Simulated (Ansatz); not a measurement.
# A failed many-body run on PbO (Massicot)

What is wrong with this input for PbO (Massicot)?

Program: Ansatz 0.2.0. Level of theory: G0W0 on r2SCAN, plane waves, PAW; PAW set soft_1. Results are calculated unless marked as measured.

## Step 1: The starting structure

The structure is orthorhombic, space group Pbcm (No. 57). Conventional cell: a = 5.893 Å, b = 5.490 Å, c = 4.753 Å, α = 90.00°, β = 90.00°, γ = 90.00°. Nearest to Pb lie 4 O at 2.22 to 2.48 Å. Nearest to O lie 4 Pb at 2.22 to 2.48 Å. Farther neighbours and most contacts between anions are not listed.

The cell and positions come from the Crystallography Open Database and are kept as given unless a step says otherwise. Spin-orbit coupling is left out unless a step names it.

## Step 2: First try

input.yaml reads:

```yaml
crystal:
  lattice:
    - [5.8931, 0.0, 0.0]
    - [0.0, 5.4904, 0.0]
    - [0.0, 0.0, 4.7528]
  atoms:
    - { symbol: Pb, position: [0.2297, 0.9884, 0.25] }
    - { symbol: Pb, position: [0.7703, 0.0116, 0.75] }
    - { symbol: Pb, position: [0.2297, 0.5116, 0.75] }
    - { symbol: Pb, position: [0.7703, 0.4884, 0.25] }
    - { symbol: O, position: [0.8653, 0.0917, 0.25] }
    - { symbol: O, position: [0.1347, 0.9083, 0.75] }
    - { symbol: O, position: [0.8653, 0.4083, 0.75] }
    - { symbol: O, position: [0.1347, 0.5917, 0.25] }
kpoints:
  mp_grid: { grid: [2, 2, 4] }
hamiltonian:
  xc: r2scan
  pseudopotentials: { kind: paw, azcp: { folder: soft_1 } }
scf:
  occupations: { method: fixed }
gw:
  n_empty_bands: 4
  ecut_chi: 40
  qp_bands: [v2, c2]
  qp_kpoints: band_edges
  screening: { model: contour_deformation }
```

Run with:

```
$ ansatz run input.yaml --threads 24 --pin off --max-ram 82944MiB --backend cuda --events-out ev --progress --plain --runs-dir out --devices 1 --max-vram 78GiB
```

Numbers of over 12 decimals in the logs are rounded to 6 here.

What it wrote:

```text
GPUs: using 1 of 1 available (devices: 1).
Engine: ansatz 0.2.0, aarch64-unknown-linux-gnu
Pseudopotentials: kind: paw
Pseudopotential: Pb, paw, valence charge 14, recommended cutoff 500 eV (meta_gga), soft_1/Pb.paw.azcp
Pseudopotential: O, paw, valence charge 6, recommended cutoff 500 eV (meta_gga), soft_1/O.paw.azcp
Functional definition: r2SCAN
  parameter k0 = 0.174
  parameter k1 = 0.065
  parameter a1 = 4.9479
  exchange = r2scan_x(k0 = k0, k1 = k1, a1 = a1)
  correlation = r2scan_c
[...]
Crystal: 8 atoms, lattice volume = 153.779 Å³
Basis set: ecut = 500 eV, 3869 PW (Γ), exchange–correlation on 180×180×144 points (64 copies of the dense FFT grid, shifted against one another)
Bands: 48, of which v1, the nominal top of the filled ones, is band 40 counted from 1 (39 counted from 0)
Symmetry: 8 space group operations
Space group: Pbcm (ITA 57), of the structure as read, at distance tolerance 5.4e-5 Å
k-points: 12 of 16
Non-local potential: Pb, projectors of the file, l = 0: 2, l = 1: 2, l = 2: 2, l = 3: 1
Non-local potential: O, projectors of the file, l = 0: 2, l = 1: 2, l = 2: 1
PAW form: soft (Blöchl's): semilocal exchange-correlation on the pseudo side does not see the compensation charge
PAW frozen core: Pb, regenerated for the run's functional (the file was generated under x = pbe(κ = 0.804, μ = 0.219515), c = pbe(β = 0.066725))
PAW frozen core: O, regenerated for the run's functional (the file was generated under x = pbe(κ = 0.804, μ = 0.219515), c = pbe(β = 0.066725))
PAW one-centre angular grid: Pb, 590 points (default); XC on 160 Gauss nodes
PAW one-centre angular grid: O, 302 points (default); XC on 160 Gauss nodes
Initial density: superposition of atomic densities (chi_scale 0.1, normalization cell, long waves kept (reshape's long-wave potential 0.22 eV rms))
Initial wavefunctions: pseudopotential atomic-orbital guess
[...]
Functional: x = r2scan, c = r2scan; τ floored in thin density (d = 2e-4 eV/Å³)
SCF iter   1: F=—  HF=-49965.733089 eV  |F-HF|=—  |Δ(HF+E_count)|=         —  Δρ=5.00e-2  dr2=4.34e0  dr2_τ=4.11e-1  ethr=3.10e-3  ⟨swp⟩=5.0  Hψ=2068  notcnv=0  defer=58
preconditioner: auto → Resta (q_TF=auto, 2.447 Å⁻¹)  ε∞=3.6  [insulator: Δε(μ)=3.061 eV  Ē_g=16.481 eV  n_scr=34 (ndim 8)  ℏωp=26.8 eV  f_vac=0.000  ε∞_Penn≈3.6]
SCF iter   2: F=—  HF=-49965.297641 eV  |F-HF|=—  |Δ(HF+E_count)|=   4.35e-1  Δρ=2.79e-2  dr2=7.83e-1  dr2_τ=1.16e-1  ethr=3.10e-3  ⟨swp⟩=2.0  Hψ=1205  notcnv=0  defer=49
SCF iter   3: F=—  HF=-49965.390478 eV  |F-HF|=—  |Δ(HF+E_count)|=   9.28e-2  Δρ=1.17e-2  dr2=2.42e-1  dr2_τ=1.66e-2  ethr=9.79e-4  ⟨swp⟩=3.1  Hψ=1010  notcnv=0  defer=66
SCF iter   4: F=—  HF=-49965.407610 eV  |F-HF|=—  |Δ(HF+E_count)|=   1.71e-2  Δρ=3.32e-3  dr2=1.07e-2  dr2_τ=9.58e-4  ethr=3.02e-4  ⟨swp⟩=2.7  Hψ=1136  notcnv=0  defer=68
SCF iter   5: F=—  HF=-49965.413680 eV  |F-HF|=—  |Δ(HF+E_count)|=   6.07e-3  Δρ=5.42e-4  dr2=3.27e-4  dr2_τ=1.88e-5  ethr=1.33e-5  ⟨swp⟩=2.7  Hψ=823  notcnv=0  defer=69
SCF iter   6: F=—  HF=-49965.413952 eV  |F-HF|=—  |Δ(HF+E_count)|=   2.72e-4  Δρ=1.05e-4  dr2=1.91e-5  dr2_τ=2.09e-6  ethr=4.09e-7  ⟨swp⟩=2.0  Hψ=899  notcnv=0  defer=68
SCF iter   7: F=—  HF=-49965.413959 eV  |F-HF|=—  |Δ(HF+E_count)|=   7.38e-6  Δρ=3.05e-5  dr2=9.74e-7  dr2_τ=8.11e-8  ethr=2.38e-8  ⟨swp⟩=2.0  Hψ=974  notcnv=0  defer=60
SCF iter   8: F=-49965.413961 eV  HF=-49965.413961 eV  |F-HF|=5.06e-9  |Δ(HF+E_count)|=   1.31e-6  Δρ=5.87e-6  dr2=7.25e-8  dr2_τ=4.41e-9  ethr=1.25e-10  ⟨swp⟩=11.9  Hψ=2766  notcnv=0
SCF 1 converged in 8 iterations: F = -49965.413961 eV  dr2 = 7.25e-8
[...]
NSCF: frozen V_eff on 12 k-points
[...]
NSCF: frozen V_eff on 12 k-points
G₀W₀ screening: q 1/12
[... further progress lines ...]
SCF converged after 8 iterations
[...]
--- G₀W₀: contour deformation, 5 samples at zero and on the imaginary axis and 1 off it, 16 q-points, 4 empty bands' worth ---
  eigenvalues of the whole cell's RPA ε∞ on this k-mesh (on a slab, of 1 + 4πα/V) = 4.2256, 4.3058, 4.4390; static W/v taken at q = 0 is 0.230737
  gw.qp_kpoints: band_edges: 11 of 12 stored k-points solved, in 1 pass; an edge of the gap read off the rows below is read off those points alone
    valence top: of the k-points left out ik 9 came nearest to being solved in a further pass, in band 39 (counted from 1, as in the quasiparticle table): it holds the edge there only if its correction is more favourable than any solved in that band by at least 0.490 eV; those differ by 0.257 eV
    conduction bottom: of the k-points left out ik 9 came nearest to being solved in a further pass, in band 42 (counted from 1, as in the quasiparticle table): it holds the edge there only if its correction is more favourable than any solved in that band by at least 0.770 eV; those differ by 0.520 eV
  `?` marks the rows in doubt; gw_qp.tsv's column doubts and the gw_qp event give each row's grounds
    ik  band        ε_KS         Σx   Σc(E_QP)       V_xc       Z   E_QP_lin       E_QP  E_QP is
     0    39      7.7830   -22.7174     3.6236   -19.1060  0.7185     7.7952     7.7952  root
     0    40      8.1641   -22.9559     3.3609   -19.7400  0.7331     8.3086     8.3091  root
     0    41     11.9476    -9.7865    -1.9604   -13.5087  0.8027    13.7888    13.7094  root
     0    42     12.5381   -11.6934    -1.7629   -15.5299  0.8150    14.7193    14.6117  root ?
     1    39      7.5491   -25.6800     4.3246   -21.2597  0.6898     7.4531     7.4534  root
     1    40      8.1486   -22.7844     3.3206   -19.6078  0.7368     8.2921     8.2927  root
     1    41     12.1105    -9.2677    -1.9975   -13.0648  0.8061    13.9959    13.9100  root
     1    42     12.9541   -11.3472    -1.7741   -15.3862  0.8208    15.3694    15.2190  root ?
     2    39      7.8934   -22.7385     3.4212   -19.4330  0.7337     8.0087     8.0091  root
     2    40      7.8934   -22.7385     3.4212   -19.4330  0.7337     8.0087     8.0091  root
     2    41     12.7650    -8.4639    -2.0375   -12.4316  0.8118    14.8206    14.6952  root ?
     2    42     12.7650    -8.4639    -2.0375   -12.4316  0.8118    14.8206    14.6952  root ?
     3    39      7.9587   -22.5271     3.3973   -19.2184  0.7316     8.0471     8.0473  root
     3    40      7.9587   -22.5271     3.3973   -19.2184  0.7316     8.0471     8.0473  root
     3    41     12.7959    -9.1366    -2.0836   -13.4090  0.8213    15.1424    14.9847  root ?
     3    42     12.7959    -9.1366    -2.0836   -13.4090  0.8213    15.1424    14.9847  root ?
     4    39      7.7859   -22.2177     3.3613   -18.9669  0.7341     7.8961     7.8964  root
     4    40      7.7859   -22.2177     3.3613   -18.9669  0.7341     7.8961     7.8964  root
     4    41     12.1800    -9.3004    -1.7070   -13.1532  0.8362    14.4446    14.3257  root ?
     4    42     12.1800    -9.3004    -1.7070   -13.1532  0.8362    14.4446    14.3257  root ?
     5    39      7.3785   -22.4101     3.5973   -18.8257  0.7184     7.3914     7.3914  root
     5    40      7.3785   -22.4101     3.5973   -18.8257  0.7184     7.3914     7.3914  root
[...]
7    41     11.7755    -9.3406    -1.8937   -13.2382  0.8216    13.8846    13.7793  root ?
[...]
8    41     11.8343    -9.2759    -1.8123   -13.1992  0.8350    14.0565    13.9453  root ?
     8    42     11.8343    -9.2759    -1.8123   -13.1992  0.8350    14.0565    13.9453  root ?
[...]
10    42     10.9667    -9.0290    -1.5922   -12.4377  0.8322    12.8442    12.7832  root
    11    39      7.6188   -21.5997     3.3574   -18.3060  0.7302     7.6825     7.6827  root
    11    40      7.6188   -21.5997     3.3574   -18.3060  0.7302     7.6825     7.6827  root
    11    41     11.0729   -10.8014    -1.5636   -14.1900  0.8191    12.9623    12.8980  root
    11    42     11.0729   -10.8014    -1.5636   -14.1900  0.8191    12.9623    12.8980  root
```

Run time: 1.9 s. Hardware: 1 × NVIDIA GB200 (shared by 2 runs) with 24 threads of Arm Neoverse V2, shared host; peak memory 1.3 GiB.

**What went wrong?**

The run ended normally, though the input holds a fault or crude settings.

The fault: four empty bands in G0W0. The sums over empty states are cut off almost at the gap, so screening and correlation are far from complete.

It printed a gap of 4.47 eV, which is an artefact of the settings.

## Step 3: A better input

Now the one-shot GW correction: screening in the RPA, then the self-energy of the levels asked for. This step takes PAW set soft_1 files.

Changes to input.yaml since step 2:

```diff
@@ -15,3 +15,3 @@
 kpoints:
-  mp_grid: { grid: [2, 2, 4] }
+  mp_grid: { grid: [4, 4, 4] }
 hamiltonian:
@@ -22,4 +22,4 @@
 gw:
-  n_empty_bands: 4
-  ecut_chi: 40
+  n_empty_bands: 459
+  ecut_chi: 120
   qp_bands: [v2, c2]
```

What it wrote:

```text
GPUs: using 1 of 1 available (devices: 1).
[...]
Crystal: 8 atoms, lattice volume = 153.779 Å³
Basis set: ecut = 500 eV, 3869 PW (Γ), exchange–correlation on 180×180×144 points (64 copies of the dense FFT grid, shifted against one another)
Bands: 48, of which v1, the nominal top of the filled ones, is band 40 counted from 1 (39 counted from 0)
[... 1 set-up line as in the run before ...]
[...]
k-points: 27 of 64
[...]
SCF iter   1: F=—  HF=-49965.755292 eV  |F-HF|=—  |Δ(HF+E_count)|=         —  Δρ=5.00e-2  dr2=4.33e0  dr2_τ=4.10e-1  ethr=3.10e-3  ⟨swp⟩=4.9  Hψ=4702  notcnv=0  defer=148
[...]
SCF iter   8: F=-49965.439220 eV  HF=-49965.439220 eV  |F-HF|=2.04e-8  |Δ(HF+E_count)|=   1.26e-6  Δρ=7.08e-6  dr2=9.53e-8  dr2_τ=6.06e-9  ethr=1.25e-10  ⟨swp⟩=13.4  Hψ=7051  notcnv=0
SCF 1 converged in 8 iterations: F = -49965.439220 eV  dr2 = 9.53e-8
[...]
NSCF: frozen V_eff on 27 k-points, pencils in batches of 32, up to order 192
[...]
SCF converged after 8 iterations
[...]
10    42     12.3291    -9.7880    -3.3779   -13.5441  0.8003    12.7091    12.7073  root
    11    39      7.9379   -22.5908     3.0947   -19.3346  0.7525     7.7760     7.7764  root
    11    40      7.9379   -22.5908     3.0947   -19.3346  0.7525     7.7760     7.7764  root
    11    41     12.1622    -9.1975    -3.5450   -13.0694  0.8066    12.4904    12.4891  root
    11    42     12.1622    -9.1975    -3.5450   -13.0694  0.8066    12.4904    12.4891  root
    12    39      7.9599   -22.9251     3.2641   -19.5320  0.7470     7.8306     7.8308  root
    12    40      8.0875   -23.0446     3.1981   -19.7278  0.7489     7.9686     7.9688  root
    12    41     11.5210    -9.4965    -3.3138   -13.1260  0.8087    11.8377    11.8366  root
[...]
26    39      7.6182   -21.5523     3.0219   -18.3067  0.7531     7.3936     7.3944  root
    26    40      7.6182   -21.5523     3.0219   -18.3067  0.7531     7.3936     7.3944  root
    26    41     11.0732   -10.8838    -2.9311   -14.1894  0.8042    11.4491    11.4478  root
    26    42     11.0732   -10.8838    -2.9311   -14.1894  0.8042    11.4491    11.4478  root
```

Run time: 22 s. Hardware: 1 × NVIDIA GB200 (shared by 2 runs) with 24 threads; peak memory 3.2 GiB; 75 s of CPU time.

Numbers from this step:

- bands summed: 499
- RPA ε∞ on this mesh (eigenvalues): 5.303, 5.501, 5.765
- plane waves in the screening matrix: 463
- q-points in the mesh: 64
- G0W0 gap on the mesh: 3.178 eV
- k of the valence top: 0, 0, 0
- k of the conduction bottom: -0.5, -0.5, 0.25
- starting gap on the mesh: 2.805 eV
- Z at the valence top: 0.7512
- Z at the conduction bottom: 0.8127
- least direct G0W0 gap on the computed points: 3.562 eV

The gap on the mesh goes from 2.80 eV to 3.18 eV, a correction of +0.37 eV. Between the two edge states, bare exchange in place of the xc potential would open the gap by 6.49 eV, and correlation takes back 6.12 eV.

## Step 4: Outcome

```yaml
first_try: converged after 1.9 s
better_run: G0W0 gap on the mesh 3.18 eV (4×4×4 mesh, 459 empty bands, screening to 120 eV, PAW set soft_1 files)
```

**Reading.** The second run differs in: mesh, empty bands and screening cutoff (eV). Bands and cutoff are finite, so the gap is not at the basis limit. The miss can reach some tenths of an eV and take either sign; the mesh is an error of its own. Where an edge is built on 6p states of lead, bismuth or thallium, scalar-relativistic gaps usually stand too wide, by a few tenths to over one eV. The many-body steps are scalar-relativistic: spin-orbit coupling is not in them.

[Paths, hosts, dates, memory and timing lines, banners, echoed tables and standing remarks are left out of the program output.]

[Logs are printed without paths, hosts, clocks, repeated set-up lines and the standing remarks that a program may print on its own settings, such as how far it seeks lower states.]

[Runs of the session that timed out or met a known fault of the program may be left out.]

[Cells called generated may have been cut or substituted from an entry of the Crystallography Open Database or the Materials Project.]

[Hosts, paths, dates, database ids (printed as entryN), source tags and the programs' standing remarks are cut or masked in the printed files.]
